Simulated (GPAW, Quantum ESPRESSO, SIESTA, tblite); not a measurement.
# How far do other methods lie from plane waves? Twisted graphene bilayer, 50.57° (148 atoms)

Aim: forces of twisted graphene bilayer, 50.57° (148 atoms) at one geometry, from other programs and methods, against plane-wave PBE.

Results are calculated, not measured.

### 1. The structure

The cell holds 148 atoms (148 C), with edges of 14.96, 14.96 and 15.53 Å. Recipe: graphene (a = 2.46 Å) under graphene (a = 2.46 Å), bilayer, commensurate cell of 37 unit cells a layer, twist 50.57 deg; facing planes 3.53 Å apart as built; 12 Å of vacuum; minimised with a classical potential. Then every atom was moved at random, 0.05 Å r.m.s. a Cartesian component.

### 2. The reference input

Quantum ESPRESSO 7.5: Kohn-Sham DFT, PBE, SSSP efficiency 1.3.0 pseudopotentials, plane waves. Its input, pw.in:

```
&control
  calculation = 'scf'
  pseudo_dir = './pseudo'
  outdir = './tmp'
  disk_io = 'none'
  tprnfor = .true.
/
&system
  ibrav = 0
  nat = 148
  ntyp = 1
  ecutwfc = 45
  ecutrho = 360
  nosym = .true.
  occupations = 'smearing'
  smearing = 'fd'
  degauss = 0.003675
/
&electrons
  conv_thr = 7.4e-07
  electron_maxstep = 100
  mixing_beta = 0.2
  mixing_mode = 'local-TF'
  diagonalization = 'david'
/
ATOMIC_SPECIES
C 12.011 C.upf
CELL_PARAMETERS angstrom
14.96360 0.00000 0.00000
-7.48180 12.95886 0.00000
0.00000 0.00000 15.53000
ATOMIC_POSITIONS crystal
C 0.12056 0.82511 0.39273
C 0.12522 0.73509 0.38470
C 0.20177 0.01517 0.39327
C 0.21086 0.93311 0.39017
[... 142 atom lines left out ...]
C 0.99103 0.80033 0.60837
C 0.98347 0.89228 0.61340
K_POINTS gamma
```

```console
$ OMP_NUM_THREADS=1 mpirun -np 8 pw.x -in pw.in > output.txt
```

The job ended after 4.2 min (8 MPI ranks of Arm Neoverse V2, shared host; peak memory 11 GiB; 34 min of CPU time).

It converged with an r.m.s. force component of 3.5 eV/Å.

### 3. What was run beside it

- GPAW 26.7.0: PAW with atomic orbitals (LCAO), plane waves or a real-space grid of spacing h.
- Quantum ESPRESSO 7.5: plane waves; labels (QE) give functional, pseudopotential set and cutoffs of waves/density.
- SIESTA 5.4.2: numerical atomic orbitals, whose automatically made sets are far from complete, with PseudoDojo norm-conserving potentials that we converted to its format (checked against plane waves on the same files for H, C, O, Si, Ge and Ca alone); labels give functional, basis size, energy shift and mesh cutoff.
- tblite 0.8.0: extended tight binding, driven from Python.

All use the same cell and atoms, and the electronic-structure runs the same k-mesh.

### 4. All runs compared

Differences are against the reference: forces as r.m.s. over components, share as that over the reference's r.m.s. force, slope as the fitted ratio of a run's forces to the reference's.

| run | Δ force, r.m.s. (meV/Å) | share (%) | slope | cores | CPU time | memory (GiB) |
| --- | --- | --- | --- | --- | --- | --- |
| reference | - | - | - | 8 | 34 min | 11 |
| GPAW PBE, LCAO dzp, h 0.2 Å | 251 | 7.17 | 1.063 | 2 | 3.2 min | 2.1 |
| GPAW PBE, LCAO dzp, h 0.2 Å, other mixer settings | 251 | 7.16 | 1.063 | 4 | 6.6 min | 3.0 |
| GPAW PBE, LCAO dzp, h 0.25 Å (coarse) | 244 | 6.96 | 1.057 | 2 | 2.6 min | 1.6 |
| GPAW PBE, grid h 0.18 Å | 12.1 | 0.345 | 0.998 | 4 | 22 min | 6.3 |
| GPAW revPBE, LCAO dzp, h 0.2 Å | 272 | 7.78 | 1.069 | 2 | 3.1 min | 2.1 |
| QE PBE, sssp-1.3.0-efficiency, 25/200 Ry (coarse) | 252 | 7.18 | 1.066 | 4 | 12 min | 4.5 |
| QE PBE, sssp-1.3.0-efficiency, 45/360 Ry, paro | 0.128 | 0.004 | 1.000 | 4 | 67 min | 10 |
| SIESTA PBE, DZ, shift 0.01 Ry, mesh 300 Ry (coarse) | 583 | 16.6 | 1.159 | 2 | 1.7 min | 1.2 |
| SIESTA PBE, DZP, shift 0.01 Ry, mesh 300 Ry | 462 | 13.2 | 1.119 | 4 | 5.7 min | 2.1 |
| SIESTA PBE, DZP, shift 0.02 Ry, mesh 300 Ry | 428 | 12.2 | 1.111 | 4 | 4.1 min | 1.9 |
| SIESTA PBE, SZ, shift 0.01 Ry, mesh 300 Ry (coarse) | 1381 | 39.4 | 1.348 | 1 | 61 s | 0.81 |
| SIESTA PBE, TZP, shift 0.01 Ry, mesh 300 Ry | 378 | 10.8 | 1.096 | 4 | 8.5 min | 2.7 |
| tblite GFN1-xTB | 186 | 5.30 | 0.977 | 1 | 2.9 s | 0.14 |
| tblite GFN2-xTB | 205 | 5.84 | 0.965 | 1 | 7.4 s | 0.15 |

Rows marked coarse were listed beforehand as settings not expected to be converged; some can still land near the reference.

CPU time is summed over cores on shared hosts, so it is rough.

### 5. What came out

Forces lie from 0.004 % (QE PBE, sssp-1.3.0-efficiency, 45/360 Ry, paro) to 39 % (SIESTA PBE, SZ, shift 0.01 Ry, mesh 300 Ry, coarse) of the reference's r.m.s. force of 3.5 eV/Å away from it. Other PBE runs on plane waves or a grid: GPAW PBE, grid h 0.18 Å 0.34 % and QE PBE, sssp-1.3.0-efficiency, 45/360 Ry, paro 0.004 % of the r.m.s. force; the reference has errors of its own, so differences under a few per cent don't tell which side is nearer the exact PBE result. With the reference's own potentials and cutoffs, another solver or threshold moves forces by 0.004 % (QE PBE, sssp-1.3.0-efficiency, 45/360 Ry, paro). The PBE runs in local orbitals, coarse settings apart, differ by 7.2 % (GPAW PBE, LCAO dzp, h 0.2 Å, other mixer settings) to 13 % (SIESTA PBE, DZP, shift 0.01 Ry, mesh 300 Ry); basis, grid and potentials can all enter.

Tight binding differs by 5.3 % (tblite GFN1-xTB) to 5.8 % (tblite GFN2-xTB); it is another model, with fitted parameters of its own, and the xTB methods hold dispersion. Rows with another functional or a dispersion term differ by 7.8 % (GPAW revPBE, LCAO dzp, h 0.2 Å), which mixes the change of model with differences of basis and potentials. Runs with settings chosen to be coarse differ by 7.0 % (GPAW PBE, LCAO dzp, h 0.25 Å) to 39 % (SIESTA PBE, SZ, shift 0.01 Ry, mesh 300 Ry), their programs' other errors included. SIESTA PBE, SZ, shift 0.01 Ry, mesh 300 Ry stiffens the forces by a factor of 1.35 while following their directions (correlation 0.991); the slopes of the 5 SIESTA runs lie between 1.10 and 1.35. From GPAW PBE, LCAO dzp, h 0.25 Å to the finer GPAW PBE, LCAO dzp, h 0.2 Å, other mixer settings the share goes from 6.96 to 7.16 %, so the grid isn't what parts these runs from the reference.

**Limits.** Periodic xTB results under one method name differ between programs and library versions. The reference's PBE has no dispersion term, which matters for the binding between molecules or layers. One k-point is far too coarse for the carbon or group-IV sheet, and it can put spurious forces of up to about 1 eV/Å on the sheet's atoms. The electronic-structure runs sample only Γ, in a cell whose shortest periodic width is 13 Å. The slab repeats along its normal with no dipole correction. Where levels are smeared, the DFT runs use Fermi–Dirac occupations at 580 K (0.05 eV), and energies are free energies. The atoms were displaced at random, and shares hang on the size of the forces that this gives. The reference's cutoffs and mesh weren't converged further here.

[Logs are printed without paths, hosts, clocks, repeated set-up lines and the standing remarks that a program may print on its own settings, such as how far it seeks lower states.]

[Hosts, paths, dates, database ids (printed as entryN), source tags and the programs' standing remarks are cut or masked in the printed files.]

[Cells were taken only where this reference lay near another plane-wave run.]
